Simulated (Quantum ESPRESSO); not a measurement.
# Cu3Ni: parallel moments in the primitive cell

Does Cu3Ni keep a moment from a parallel start?

Method: PBE; plane waves with GBRV 1.5 PBE potentials, no spin-orbit coupling, in Quantum ESPRESSO 7.5.

## 1. Starting point

Symmetry: Pmma, No. 51, orthorhombic system. The conventional cell has a = 3.592 Å, b = 3.592 Å, c = 7.184 Å, α = 90.00°, β = 90.00°, γ = 90.00°. Nearest to Cu lie 10 Cu at 2.54 Å and 2 Ni at 2.54 Å. Nearest to Cu lie 6 Cu at 2.54 Å and 6 Ni at 2.54 Å. Ni has 10 Cu at 2.54 Å and 2 Ni at 2.54 Å nearest. Farther neighbours are not listed.

The cell was typed by rule, not taken from a database of measured structures.

## 2. Run 1 (ferro ++)

The signs are those of the starting moments on the seeded atoms, the atoms that are given a moment.

File pw.in:

```
&CONTROL
  calculation = 'scf'
  prefix = 'pwscf'
  outdir = './tmp'
  pseudo_dir = './pseudo'
  disk_io = 'nowf'
/
&SYSTEM
  ibrav = 0
  celldm(1) = 8
  nat = 8
  ntyp = 2
  ecutwfc = 40
  ecutrho = 280
  nbnd = 92
  occupations = 'smearing'
  smearing = 'fd'
  degauss = 0.00367493
  nspin = 2
  starting_magnetization(1) = 0
  starting_magnetization(2) = 0.0389
/
&ELECTRONS
  conv_thr = 1.6d-08
  electron_maxstep = 150
  mixing_beta = 0.3
/
ATOMIC_SPECIES
Cu     63.5460 cu_pbe_v1.2.uspp.F.UPF
Ni     58.6934 ni_pbe_v1.4.uspp.F.UPF
CELL_PARAMETERS alat
   0.8485460838984    0.0000000000000    0.0000000000000
   0.0000000000000    0.8485460838984    0.0000000000000
   0.0000000000000    0.0000000000000    1.6970921677967
ATOMIC_POSITIONS crystal
Cu      0.0000000000    0.0000000000    0.0000000000
Cu      0.5000000000    0.5000000000    0.0000000000
Cu      0.5000000000    0.0000000000    0.2500000000
Cu      0.0000000000    0.5000000000    0.2500000000
Cu      0.0000000000    0.0000000000    0.5000000000
Ni      0.5000000000    0.5000000000    0.5000000000
Cu      0.5000000000    0.0000000000    0.7500000000
Ni      0.0000000000    0.5000000000    0.7500000000
K_POINTS automatic
9 9 5 0 0 0
```

Launch:

```console
OMP_NUM_THREADS=1 mpirun -n 4 pw.x -nk 4 -in pw.in > pw.out
```

The log of the run:

```text
Program PWSCF v.7.5 starts

     Message from routine setup:
     using ibrav=0 with symmetry is DISCOURAGED, use correct ibrav instead

     K-points division:     npool     =       4
     Subspace diagonalization in iterative solution of the eigenvalue problem:

     G-vector sticks info
     --------------------
     sticks:   dense  smooth     PW     G-vecs:    dense   smooth      PW
     Sum        1033     593    177                49609    21455    3541

     Using Slab Decomposition

     bravais-lattice index     =            0
     lattice parameter (alat)  =       8.0000  a.u.
     unit-cell volume          =     625.6425 (a.u.)^3
     number of atoms/cell      =            8
     number of atomic types    =            2
     number of electrons       =       150.00
     number of Kohn-Sham states=           92
     kinetic-energy cutoff     =      40.0000  Ry
     charge density cutoff     =     280.0000  Ry
     scf convergence threshold =      1.6E-08
     mixing beta               =       0.3000
     number of iterations used =            8  plain     mixing
     Exchange-correlation=  SLA  PW   PBX  PBC
                           (   1   4   3   4   0   0   0)

     celldm(1)=   8.000000  celldm(2)=   0.000000  celldm(3)=   0.000000
     celldm(4)=   0.000000  celldm(5)=   0.000000  celldm(6)=   0.000000

     crystal axes: (cart. coord. in units of alat)
               a(1) = (   0.848546   0.000000   0.000000 )
               a(2) = (   0.000000   0.848546   0.000000 )
               a(3) = (   0.000000   0.000000   1.697092 )

     reciprocal axes: (cart. coord. in units 2 pi/alat)
               b(1) = (  1.178486  0.000000  0.000000 )
               b(2) = (  0.000000  1.178486  0.000000 )
               b(3) = (  0.000000  0.000000  0.589243 )

     PseudoPot. # 1 for Cu read from file:
     cu_pbe_v1.2.uspp.F.UPF
     Pseudo is Ultrasoft + core correction, Zval = 19.0
     Generated by new atomic code, or converted to UPF format
     Using radial grid of  867 points,  6 beta functions with:
                l(1) =   0
                l(2) =   0
                l(3) =   1
                l(4) =   1
                l(5) =   2
                l(6) =   2
     Q(r) pseudized with  8 coefficients,  rinner =    1.150   1.150   1.150
                                                       1.150   1.150

     PseudoPot. # 2 for Ni read from file:
     ni_pbe_v1.4.uspp.F.UPF
     Pseudo is Ultrasoft + core correction, Zval = 18.0
     Generated by new atomic code, or converted to UPF format
     Using radial grid of  865 points,  6 beta functions with:
                l(1) =   0
                l(2) =   0
                l(3) =   1
                l(4) =   1
                l(5) =   2
                l(6) =   2
     Q(r) pseudized with 10 coefficients,  rinner =    0.980   0.980   0.980
                                                       0.980   0.980

     atomic species   valence    mass     pseudopotential
     Cu               19.00    63.54600     Cu( 1.00)
     Ni               18.00    58.69340     Ni( 1.00)

     Starting magnetic structure
     atomic species   magnetization
     Cu              0.000
     Ni              0.039

      8 Sym. Ops., with inversion, found ( 4 have fractional translation)

   Cartesian axes

     site n.     atom                  positions (alat units)
         1        Cu     tau(   1) = (   0.0000000   0.0000000   0.0000000  )
         2        Cu     tau(   2) = (   0.4242730   0.4242730   0.0000000  )
         3        Cu     tau(   3) = (   0.4242730   0.0000000   0.4242730  )
         4        Cu     tau(   4) = (   0.0000000   0.4242730   0.4242730  )
         5        Cu     tau(   5) = (   0.0000000   0.0000000   0.8485461  )
         6        Ni     tau(   6) = (   0.4242730   0.4242730   0.8485461  )
         7        Cu     tau(   7) = (   0.4242730   0.0000000   1.2728191  )
         8        Ni     tau(   8) = (   0.0000000   0.4242730   1.2728191  )

     number of k points=    75  Fermi-Dirac smearing, width (Ry)=  0.0037
                       cart. coord. in units 2pi/alat
        k(    1) = (   0.0000000   0.0000000   0.0000000), wk =   0.0024691
        k(    2) = (   0.0000000   0.0000000   0.1178486), wk =   0.0049383
        k(    3) = (   0.0000000   0.0000000   0.2356973), wk =   0.0049383
        k(    4) = (   0.0000000   0.1309429   0.0000000), wk =   0.0049383
        k(    5) = (   0.0000000   0.1309429   0.1178486), wk =   0.0098765
        [... 70 further k-points ...]

     Dense  grid:    49609 G-vectors     FFT dimensions: (  40,  40,  80)

     Smooth grid:    21455 G-vectors     FFT dimensions: (  30,  27,  60)

     Check: negative core charge=   -0.000008
     Generating pointlists ...
     new r_m :   0.2475 (alat units)  1.9800 (a.u.) for type    1
     new r_m :   0.2475 (alat units)  1.9800 (a.u.) for type    2

     Initial potential from superposition of free atoms

     starting charge     140.0000, renormalised to     150.0000
     Starting wfcs are  104 randomized atomic wfcs

     Self-consistent Calculation

     iteration #  1     ecut=    40.00 Ry     beta= 0.30
     Davidson diagonalization with overlap
     ethr =  1.00E-02,  avg # of iterations =  3.1

     total energy              =   -3048.96060741 Ry
     estimated scf accuracy    <     169.56761573 Ry

     total magnetization       =     0.68 Bohr mag/cell
     absolute magnetization    =     0.71 Bohr mag/cell

     iteration #  2     ecut=    40.00 Ry     beta= 0.30
     Davidson diagonalization with overlap
     ethr =  1.00E-02,  avg # of iterations =  6.6

     total energy              =   -3047.46321430 Ry
     estimated scf accuracy    <     751.44578947 Ry

     total magnetization       =     0.07 Bohr mag/cell
     absolute magnetization    =     0.08 Bohr mag/cell

     iteration #  3     ecut=    40.00 Ry     beta= 0.30
     Davidson diagonalization with overlap
     ethr =  1.00E-02,  avg # of iterations =  5.4

     total energy              =   -3107.60236289 Ry
     estimated scf accuracy    <      26.88455260 Ry

     total magnetization       =     0.03 Bohr mag/cell
     absolute magnetization    =     0.15 Bohr mag/cell

     [... further iterations left out ...]

     iteration # 18     ecut=    40.00 Ry     beta= 0.30
     Davidson diagonalization with overlap
     ethr =  3.41E-10,  avg # of iterations =  2.2

     total energy              =   -3109.23940155 Ry
     estimated scf accuracy    <       0.00000021 Ry

     total magnetization       =    -0.00 Bohr mag/cell
     absolute magnetization    =     0.00 Bohr mag/cell

     iteration # 19     ecut=    40.00 Ry     beta= 0.30
     Davidson diagonalization with overlap
     ethr =  1.38E-10,  avg # of iterations =  1.8

     total energy              =   -3109.23940159 Ry
     estimated scf accuracy    <       0.00000018 Ry

     total magnetization       =    -0.00 Bohr mag/cell
     absolute magnetization    =     0.00 Bohr mag/cell

     iteration # 20     ecut=    40.00 Ry     beta= 0.30
     Davidson diagonalization with overlap
     ethr =  1.18E-10,  avg # of iterations =  1.1

     total energy              =   -3109.23940161 Ry
     estimated scf accuracy    <       0.00000003 Ry

     total magnetization       =    -0.00 Bohr mag/cell
     absolute magnetization    =     0.00 Bohr mag/cell

     iteration # 21     ecut=    40.00 Ry     beta= 0.30
     Davidson diagonalization with overlap
     ethr =  1.87E-11,  avg # of iterations =  1.7

     Magnetic moment per site  (integrated on atomic sphere of radius R)
     atom   1 (R=0.248)  charge= 17.7964  magn= -0.0000
     atom   2 (R=0.248)  charge= 17.7947  magn=  0.0000
     atom   3 (R=0.248)  charge= 17.7964  magn= -0.0000
     atom   4 (R=0.248)  charge= 17.7947  magn=  0.0000
     atom   5 (R=0.248)  charge= 17.7893  magn=  0.0000
     atom   6 (R=0.248)  charge= 16.7834  magn=  0.0001
     atom   7 (R=0.248)  charge= 17.7893  magn=  0.0000
     atom   8 (R=0.248)  charge= 16.7834  magn=  0.0001

     End of self-consistent calculation

     Number of k-points >= 100: set verbosity='high' to print the bands.

     the Fermi energy is    16.2813 ev

!    total energy              =   -3109.23940162 Ry
     estimated scf accuracy    <          7.4E-09 Ry
     smearing contrib. (-TS)   =      -0.00284992 Ry
     internal energy E=F+TS    =   -3109.23655170 Ry

     The total energy is F=E-TS. E is the sum of the following terms:
     one-electron contribution =   -1995.18031814 Ry
     hartree contribution      =    1089.81961532 Ry
     xc contribution           =    -304.03407800 Ry
     ewald contribution        =   -1899.84177087 Ry

     total magnetization       =     0.00 Bohr mag/cell
     absolute magnetization    =     0.00 Bohr mag/cell

     convergence has been achieved in  21 iterations

=------------------------------------------------------------------------------=
   JOB DONE.
=------------------------------------------------------------------------------=
```

Elapsed: 6.4 min, on 4 MPI ranks of Intel Xeon at 2.70GHz, shared host; peak memory 1.1 GiB.

Spin moment in the atom's sphere by atom:

```
atom  spin moment in the atom's sphere (μB)
 Cu1                                 0.0000
 Cu2                                 0.0000
 Cu3                                 0.0000
 Cu4                                 0.0000
 Cu5                                 0.0000
 Ni6                                 0.0001
 Cu7                                 0.0000
 Ni8                                 0.0001
```

This step gave:

```
smearing term TS       : 0.03878 eV
magnetization          : 0 μB
absolute magnetization : 0 μB
final state            : non-magnetic
```

Valence density in the ac plane at fractional y = 0.500, with atoms of Cu and Ni within 0.2 Å of it. It is the smooth field of the valence electrons, not physical close to the nuclei.

Ten steps, logarithmic in the rise over the least value, from '0' (0 e/Å³) to '9' (67 e/Å³), each cell a mean:
```
00002578741000
00001245420000
00000011100000
32100000000013
76310000000146
88410000000268
87410000000257
54200000000124
11000000000001
00000133210000
00001467631000
00002688841000
00002578741000
00001245420000
00000011100000
32100000000013
76310000000146
98410000000268
87410000000257
54200000000124
11000000000001
00000133210000
00001467631000
00002689841000
```
Columns run along a (3.6 Å), rows up along c (7.2 Å). Atoms in or near the plane, at fractional coordinates: Cu at (0.50, 0.00), Cu at (0.00, 0.25), Ni at (0.50, 0.50), Ni at (0.00, 0.75).

## 3. Run 2, typed as no spin polarisation

Changes to pw.in since step 2:

```diff
@@ -14,3 +14,3 @@
   ecutrho = 280
-  nbnd = 92
+  nbnd = 91
   occupations = 'smearing'
@@ -18,5 +18,2 @@
   degauss = 0.00367493
-  nspin = 2
-  starting_magnetization(1) = 0
-  starting_magnetization(2) = 0.0389
 /
```

The log of the run:

```text
[banner, memory and clock lines left out]
Program PWSCF v.7.5 starts

     Message from routine setup:
     using ibrav=0 with symmetry is DISCOURAGED, use correct ibrav instead

     bravais-lattice index     =            0
     lattice parameter (alat)  =       8.0000  a.u.
     unit-cell volume          =     625.6425 (a.u.)^3
     number of atoms/cell      =            8
     number of atomic types    =            2
     number of electrons       =       150.00
     number of Kohn-Sham states=           91
     kinetic-energy cutoff     =      40.0000  Ry
     charge density cutoff     =     280.0000  Ry
     scf convergence threshold =      1.6E-08
     mixing beta               =       0.3000
     number of iterations used =            8  plain     mixing
     Exchange-correlation=  SLA  PW   PBX  PBC
                           (   1   4   3   4   0   0   0)

     celldm(1)=   8.000000  celldm(2)=   0.000000  celldm(3)=   0.000000
     celldm(4)=   0.000000  celldm(5)=   0.000000  celldm(6)=   0.000000

     crystal axes: (cart. coord. in units of alat)
               a(1) = (   0.848546   0.000000   0.000000 )
               a(2) = (   0.000000   0.848546   0.000000 )
               a(3) = (   0.000000   0.000000   1.697092 )

     reciprocal axes: (cart. coord. in units 2 pi/alat)
               b(1) = (  1.178486  0.000000  0.000000 )
               b(2) = (  0.000000  1.178486  0.000000 )
               b(3) = (  0.000000  0.000000  0.589243 )

     PseudoPot. # 1 for Cu read from file:
     cu_pbe_v1.2.uspp.F.UPF
     Pseudo is Ultrasoft + core correction, Zval = 19.0

     PseudoPot. # 2 for Ni read from file:
     ni_pbe_v1.4.uspp.F.UPF
     Pseudo is Ultrasoft + core correction, Zval = 18.0

     atomic species   valence    mass     pseudopotential
     Cu               19.00    63.54600     Cu( 1.00)
     Ni               18.00    58.69340     Ni( 1.00)

      8 Sym. Ops., with inversion, found ( 4 have fractional translation)

   Cartesian axes

     site n.     atom                  positions (alat units)
         1        Cu     tau(   1) = (   0.0000000   0.0000000   0.0000000  )
         2        Cu     tau(   2) = (   0.4242730   0.4242730   0.0000000  )
         3        Cu     tau(   3) = (   0.4242730   0.0000000   0.4242730  )
         4        Cu     tau(   4) = (   0.0000000   0.4242730   0.4242730  )
         5        Cu     tau(   5) = (   0.0000000   0.0000000   0.8485461  )
         6        Ni     tau(   6) = (   0.4242730   0.4242730   0.8485461  )
         7        Cu     tau(   7) = (   0.4242730   0.0000000   1.2728191  )
         8        Ni     tau(   8) = (   0.0000000   0.4242730   1.2728191  )

     number of k points=    75  Fermi-Dirac smearing, width (Ry)=  0.0037
                       cart. coord. in units 2pi/alat
        k(    1) = (   0.0000000   0.0000000   0.0000000), wk =   0.0049383
        k(    2) = (   0.0000000   0.0000000   0.1178486), wk =   0.0098765
        k(    3) = (   0.0000000   0.0000000   0.2356973), wk =   0.0098765
        k(    4) = (   0.0000000   0.1309429   0.0000000), wk =   0.0098765
        k(    5) = (   0.0000000   0.1309429   0.1178486), wk =   0.0197531
        [... 70 further k-points ...]

     Dense  grid:    49609 G-vectors     FFT dimensions: (  40,  40,  80)

     Smooth grid:    21455 G-vectors     FFT dimensions: (  30,  27,  60)

     Check: negative core charge=   -0.000008

     Initial potential from superposition of free atoms

     starting charge     140.0000, renormalised to     150.0000
     Starting wfcs are  104 randomized atomic wfcs

     Self-consistent Calculation

     iteration #  1     ecut=    40.00 Ry     beta= 0.30
     Davidson diagonalization with overlap
     ethr =  1.00E-02,  avg # of iterations =  3.1

     total energy              =   -3048.79789064 Ry
     estimated scf accuracy    <     169.87793510 Ry

     iteration #  2     ecut=    40.00 Ry     beta= 0.30
     Davidson diagonalization with overlap
     ethr =  1.00E-02,  avg # of iterations =  6.6

     total energy              =   -3047.45508613 Ry
     estimated scf accuracy    <     753.11052939 Ry

     [... further iterations left out ...]

     iteration # 16     ecut=    40.00 Ry     beta= 0.30
     Davidson diagonalization with overlap
     ethr =  2.14E-10,  avg # of iterations =  2.0

     total energy              =   -3109.23942006 Ry
     estimated scf accuracy    <       0.00000004 Ry

     iteration # 17     ecut=    40.00 Ry     beta= 0.30
     Davidson diagonalization with overlap
     ethr =  2.89E-11,  avg # of iterations =  1.2

     End of self-consistent calculation

     [... lines left out ...]
     the Fermi energy is    16.2813 ev

!    total energy              =   -3109.23942007 Ry
     estimated scf accuracy    <          2.3E-09 Ry
     smearing contrib. (-TS)   =      -0.00285016 Ry
     internal energy E=F+TS    =   -3109.23656991 Ry

     The total energy is F=E-TS. E is the sum of the following terms:
     one-electron contribution =   -1995.18001366 Ry
     hartree contribution      =    1089.81925486 Ry
     xc contribution           =    -304.03404023 Ry
     ewald contribution        =   -1899.84177087 Ry

     convergence has been achieved in  17 iterations
```

Elapsed: 3 min, on 4 MPI ranks; peak memory 0.7 GiB; 12 min of CPU time.

Read from the output:

```
smearing term TS : 0.03878 eV
final state      : non-magnetic (no spin polarisation)
```

## 4. Energies of the orders

An order is kept where moments of 0.15 μB or more survive with the typed signs; meshes match where a doubled cell samples the same k points as the first cell.

Orders:

```csv
start,final state,typed order kept,energy over the lowest (meV a seeded atom),largest site moment (μB),net moment (μB a cell of the first run),mesh matched,CPU time (s)
ferro ++,non-magnetic,no,0.1256,0,0,yes,1539
no spin polarisation,non-magnetic,-,0,0,0,yes,711.5
```

## 5. Summary of results

```json
{
  "state found": "non-magnetic (from ferro ++ and no spin polarisation)",
  "largest site moment": "0 μB"
}
```

**Reading.** The lowest state carries no moment, and no start kept one. No opposed start was run, so this says nothing of the order that the crystal takes. The cell was built by rule and the atoms were not relaxed, which can move these energies.

[Logs and program files are shortened in this print: banners, set-up blocks, solver, clock and traceback lines can be left out without a mark of their own.]

[Logs are printed without paths, hosts, clocks, repeated set-up lines and the standing remarks that a program may print on its own settings, such as how far it seeks lower states.]

[Hosts, paths, dates, database ids (printed as entryN), source tags and the programs' standing remarks are cut or masked in the printed files.]

[Where a cell is said to come from a database of computed structures, the database is the Materials Project.]
